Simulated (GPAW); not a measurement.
# Ballistic transport through 1,4-phenylene between two Pt chains, cheap and dear, part 2 of 2

Aim: T(E), conductance and thermopower of 1,4-phenylene between two Pt chains, and what cheaper settings cost in accuracy.

GPAW 26.7.0; GPAW LCAO, PAW setups; Landauer transmission from Green's functions with principal layers (ASE), zero bias.

So far, transmission at the Fermi level (one spin): step 2 (GPAW, dzp, PBE, GPAW) 1.08; step 3 (basis szp(dzp), PBE, GPAW) 0.903; step 4 (basis sz(dzp), PBE, GPAW) 0.813; step 5 (LDA) 1.11.

## (8) Temperature 700, potential alignment off

Temperature enters only through the Fermi window. Without the shift, lead and junction are matched by their Fermi levels alone.

This step: GPAW LCAO, PAW setups; Landauer transmission from Green's functions with principal layers (ASE), zero bias (GPAW 26.7.0).

Contents of run.py:

```python
import json
import numpy as np
from ase import Atoms
from ase.transport.calculators import TransportCalculator
from gpaw import GPAW, FermiDirac
from gpaw.lcao.tools import get_lcao_hamiltonian
from scipy.linalg import eigh

# The junction with lead layers at both ends, along the third cell vector
device = Atoms(
    ['Pt', 'Pt', 'Pt', 'Pt', 'Pt', 'Pt', 'Pt', 'C', 'H', 'H', 'C', 'C', 'C', 'C', 'H', 'H', 'C', 'Pt', 'Pt', 'Pt', 'Pt', 'Pt', 'Pt', 'Pt'],
    positions=[
        [5.39909, 4.50000, 1.20000],
        [5.39909, 4.50000, 3.60000],
        [5.39909, 4.50000, 6.00000],
        [5.39909, 4.50000, 8.40000],
        [5.39909, 4.50000, 10.80000],
        [5.39909, 4.50000, 13.20000],
        [5.39909, 4.50000, 15.60000],
        [5.39909, 4.50000, 17.66000],
        [7.54818, 4.50000, 17.81405],
        [3.25000, 4.50000, 17.81405],
        [6.60705, 4.50000, 18.35741],
        [4.19114, 4.50000, 18.35741],
        [6.60705, 4.50000, 19.75224],
        [4.19114, 4.50000, 19.75224],
        [7.54818, 4.50000, 20.29560],
        [3.25000, 4.50000, 20.29560],
        [5.39909, 4.50000, 20.44965],
        [5.39909, 4.50000, 22.50965],
        [5.39909, 4.50000, 24.90965],
        [5.39909, 4.50000, 27.30965],
        [5.39909, 4.50000, 29.70965],
        [5.39909, 4.50000, 32.10965],
        [5.39909, 4.50000, 34.50965],
        [5.39909, 4.50000, 36.90965]],
    cell=[[10.79818, 0.0, 0.0], [0.0, 9.0, 0.0], [0.0, 0.0, 38.10965]],
    pbc=True)

# One principal layer of the lead: the first 5 atoms of the device
lead = Atoms(
    ['Pt', 'Pt', 'Pt', 'Pt', 'Pt'],
    positions=[
        [5.39909, 4.50000, 1.20000],
        [5.39909, 4.50000, 3.60000],
        [5.39909, 4.50000, 6.00000],
        [5.39909, 4.50000, 8.40000],
        [5.39909, 4.50000, 10.80000]],
    cell=[[10.79818, 0.0, 0.0], [0.0, 9.0, 0.0], [0.0, 0.0, 12.0]],
    pbc=True)

settings = dict(mode='lcao', basis='dzp', xc='PBE', h=0.2,
                occupations=FermiDirac(0.1), maxiter=250,
                mixer=dict(beta=0.1, nmaxold=8, weight=100.0),
                convergence=dict(density=0.0001))
energies = np.arange(-3, 3 + 1e-9, 0.075)
eta = 0.0001
n1, n2 = 1, 1
# k and -k transmit alike, so half of the mesh across the current serves
mesh = [(i, j) for i in range(n1) for j in range(n2) if (i, j) <= (-i % n1, -j % n2)]
weights = np.array([1 if (i, j) == (-i % n1, -j % n2) else 2 for i, j in mesh]) / (n1 * n2)

# [... helper functions left out ...]
fermi_lead = ground_state(lead, (1, 1, 10), 'lead.txt')
fermi_device = ground_state(device, (1, 1, 2), 'device.txt')
# [... loop over the mesh left out, but for ...]
        # Lead and device are aligned by their Fermi levels alone
        shift = 0.0
# [...]
kT = 8.617333e-5 * 700
bias = [0.1, 0.2, 0.5, 1.0, 1.5, 2.0]
# [... integrals and printing left out ...]
```

On the command line:

```
$ OMP_NUM_THREADS=1 OPENBLAS_NUM_THREADS=1 python run.py
```

Wall time 2.8 min (1 thread of Arm Neoverse V2, shared host); peak memory 1.6 GiB.

This step gave:

| Item | Value |
| --- | --- |
| conductance | 1.071 G₀ |
| largest coupling past the next principal layer | 8.09e-6 eV |
| largest misfit of the first principal layer | 0.1454 eV |
| shift that aligns the lead | 0 eV |
| transmission at the Fermi level (one spin) | 1.081 |

One spin. Table of transmission, zone mean by energy, zero at the Fermi level:

energy (eV), transmission, zone mean and a bar:
```
  -3.0000       0.90 #####################
  -2.7750       1.02 #######################
  -2.4750       1.26 #############################
  -2.2500       1.31 ##############################
  -2.0250       1.29 #############################
  -1.7250       1.19 ###########################
  -1.5000       1.13 ##########################
  -1.2750       1.06 ########################
  -0.9750       1.01 #######################
  -0.7500       0.99 #######################
  -0.5250       0.97 ######################
  -0.3750       1.16 ###########################
  -0.2250       1.01 #######################
   0.0000       1.08 #########################
   0.2250       1.07 ########################
   0.5250       0.54 ############
   0.7500       0.07 ##
   0.9750       0.03 #
   1.2750       0.02 
   1.5000       0.01 
   1.7250       0.01 
   2.0250       0.00 
   2.2500       0.00 
   2.4750       0.00 
   2.7750       0.00 
   3.0000       0.00
```

Not self-consistent under bias; the bias window is split evenly. Table of current through one cell, from the zero-bias transmission by bias:

```csv
bias (V),"current through one cell, from the zero-bias transmission (μA)"
0.100,8.30
0.200,16.6
0.500,41.1
1.000,77.6
1.500,104
2.000,124
```

The transmission of the three most open eigenchannels by energy, zero at the Fermi level:

```csv
energy (eV),channel 1,channel 2,channel 3
-3.00,0.579,0.321,0.00379
-2.77,0.522,0.501,0.00109
-2.55,0.785,0.428,2.3e-4
-2.40,0.907,0.383,3.2e-5
-2.17,0.986,0.322,5.3e-5
-1.95,0.996,0.270,3.3e-4
-1.73,0.958,0.229,7.3e-4
-1.57,0.917,0.215,0.00106
-1.35,0.858,0.223,0.00165
-1.12,0.812,0.215,0.00286
-0.90,0.771,0.222,0.00367
-0.75,0.748,0.227,0.00648
-0.53,0.727,0.225,0.0122
-0.30,0.728,0.310,0.0195
-0.07,0.726,0.324,0.00637
0.00,0.717,0.356,0.00644
0.07,0.701,0.386,0.00634
0.30,0.596,0.471,0.00505
0.53,0.385,0.157,0.00277
0.75,0.0666,1.3e-8,7.1e-10
0.90,0.0422,7.1e-10,4.9e-12
1.12,0.0236,7.2e-10,0
1.35,0.0141,7.2e-10,0
1.57,0.00868,7.3e-10,0
1.73,0.00630,7.3e-10,0
1.95,0.00383,7.2e-10,0
2.17,0.00221,7.2e-10,0
2.40,0.00116,7.0e-10,0
2.55,6.8e-4,6.9e-10,0
2.77,2.3e-4,6.5e-10,0
3.00,2.7e-5,5.4e-10,0
```

With these changes, and at 700 K in place of 200 K, the conductance is 1.07 G₀ against 1.08 in the dzp run; T at the Fermi level, which temperature doesn't enter, is 1.08 against 1.08.

## (9) K-points along the lead 40, smearing 0.2: lead_nz = 40 and width = 0.2

The lead's own mesh along the current sets its density and potential; where the lead is aligned to the junction's end layer, a rigid shift drops out. Smearing helps the SCF of a metal converge, but it blurs occupations at band edges near the Fermi level.

Edit run.py of step 8 so:

```diff
@@ -52,3 +52,3 @@
 settings = dict(mode='lcao', basis='dzp', xc='PBE', h=0.2,
-                occupations=FermiDirac(0.1), maxiter=250,
+                occupations=FermiDirac(0.2), maxiter=250,
                 mixer=dict(beta=0.1, nmaxold=8, weight=100.0),
@@ -63,9 +63,9 @@
 # [... helper functions left out ...]
-fermi_lead = ground_state(lead, (1, 1, 10), 'lead.txt')
+fermi_lead = ground_state(lead, (1, 1, 40), 'lead.txt')
 fermi_device = ground_state(device, (1, 1, 2), 'device.txt')
 # [... loop over the mesh left out, but for ...]
-        # Lead and device are aligned by their Fermi levels alone
-        shift = 0.0
+        # Shift the lead onto the potential of the device's first layer
+        shift = ((H[:, 0, 0] - H0[:, 0, 0]) / S0[0, 0]).real.mean()
 # [...]
-kT = 8.617333e-5 * 700
+kT = 8.617333e-5 * 200
 bias = [0.1, 0.2, 0.5, 1.0, 1.5, 2.0]
```

The job ended after 3.1 min (1 thread; peak memory 1.6 GiB).

Numbers from this step:

```
conductance                                    : 1.025 G₀
largest coupling past the next principal layer : 8.08e-6 eV
largest misfit of the first principal layer    : 0.07658 eV
shift that aligns the lead                     : -5.40e-4 eV
transmission at the Fermi level (one spin)     : 1.025
```

One spin. Transmission, zone mean against energy, zero at the Fermi level:

```csv
energy (eV),"transmission, zone mean"
-3.0000,0.945
-2.7750,1.05
-2.4750,1.24
-2.2500,1.29
-2.0250,1.27
-1.7250,1.20
-1.5000,1.18
-1.2750,1.13
-0.9750,1.08
-0.7500,1.05
-0.5250,1.11
-0.2250,1.00
0.0000,1.03
0.2250,1.03
0.5250,0.483
0.7500,0.0616
0.9750,0.0332
1.2750,0.0166
1.5000,0.0103
1.7250,0.00641
2.0250,0.00330
2.2500,0.00187
2.4750,9.3e-4
2.7750,2.4e-4
3.0000,3.0e-5
```

Crossings of the lead's bands, unfolded to its shortest repeat. The open channels, zone mean by energy, zero at the Fermi level:

```csv
energy (eV),"open channels, zone mean"
-3.00,3
-2.85,3
-2.70,3
-2.55,3
-2.33,3
-2.17,3
-2.02,3
-1.88,3
-1.73,3
-1.57,4
-1.35,6
-1.20,6
-1.05,6
-0.90,6
-0.75,6
-0.60,6
-0.38,4
-0.23,4
-0.07,4
0.00,4
0.07,4
0.23,4
0.38,3
0.60,3
0.75,1
0.90,1
1.05,1
1.20,1
1.35,1
1.57,1
1.73,1
1.88,1
2.02,1
2.17,1
2.33,1
2.55,1
2.70,1
2.85,1
3.00,1
```

Not self-consistent under bias; the bias window is split evenly. Current through one cell, from the zero-bias transmission against bias:

```csv
bias (V),"current through one cell, from the zero-bias transmission (μA)"
0.100,7.94
0.200,15.9
0.500,39.5
1.000,74.5
1.500,100
2.000,122
```

The transmission of the three most open eigenchannels by energy, zero at the Fermi level:

```csv
energy (eV),channel 1,channel 2,channel 3
-3.00,0.570,0.371,0.00457
-2.77,0.562,0.492,0.00129
-2.55,0.788,0.418,2.6e-4
-2.40,0.895,0.373,3.2e-5
-2.17,0.976,0.313,6.5e-5
-1.95,0.998,0.262,3.7e-4
-1.73,0.977,0.223,8.2e-4
-1.57,0.948,0.243,0.00118
-1.35,0.897,0.232,0.00205
-1.12,0.846,0.240,0.00566
-0.90,0.796,0.259,0.0126
-0.75,0.767,0.263,0.0138
-0.53,0.733,0.304,0.0556
-0.30,0.715,0.282,0.00504
-0.07,0.694,0.317,0.00567
0.00,0.682,0.337,0.00574
0.07,0.664,0.361,0.00568
0.30,0.565,0.363,0.00467
0.53,0.348,0.133,0.00246
0.75,0.0616,1.3e-9,4.9e-10
0.90,0.0403,1.4e-9,1.7e-12
1.12,0.0232,1.4e-9,0
1.35,0.0141,1.4e-9,0
1.57,0.00878,1.4e-9,0
1.73,0.00641,1.4e-9,0
1.95,0.00392,1.4e-9,0
2.17,0.00228,1.4e-9,0
2.40,0.00120,1.4e-9,0
2.55,7.1e-4,1.4e-9,0
2.77,2.4e-4,1.3e-9,0
3.00,3.0e-5,1.1e-9,0
```

The conductance, 1.03 G₀, lies 4.9 % below that of the dzp run.

## (10) Outcome

```
conductance                                        : 1.08 G₀
transmission at the Fermi level, mean of the spins : 1.08
thermopower                                        : about 0 (under 1.5 μV/K)
open channels of the lead there                    : 4
```

**Reading.** In the dzp basis the junction conducts 1.08 G₀ at 200 K, with T = 1.08 a spin at the Fermi level; no smaller basis tried comes within 10 % of that conductance. The scatterer reflects about 73 % of the incoming channels at the Fermi level. At the Fermi level the three most open eigenchannels pass 0.72, 0.36 and 0.0064. Measured against the first run (dzp), the nearest curve is that of dzp-LDA (r.m.s. 0.021) and the farthest that of sz (0.21). Over the compared runs wall time goes from 79 s (sz) to 173 s (dzp), on a shared host. The geometry was built from estimated bond lengths and not relaxed, so the numbers describe this model structure. The run had no spin polarisation, so a magnetic state, which chains and small molecules with open shells often have, wasn't tested. Spin-orbit coupling is left out, which matters for the heavy atoms here. Semilocal functionals put molecular levels too near the Fermi level, so such conductances usually come out too high, and chain electrodes have a sharper density of states than real ones. An evenly spaced straight chain is an idealisation: free chains tend to dimerise, zigzag or, where a band edge lies near the Fermi level, turn magnetic. The currents use the zero-bias T(E) throughout, which holds only while the bias is small against the distance to the nearest feature. The energy step is wider than the thermal energy, so the conductance and thermopower rest on interpolation of T(E).

[Logs are printed without paths, hosts, clocks, repeated set-up lines and the standing remarks that a program may print on its own settings, such as how far it seeks lower states.]

[Hosts, paths, dates, database ids (printed as entryN), source tags and the programs' standing remarks are cut or masked in the printed files.]
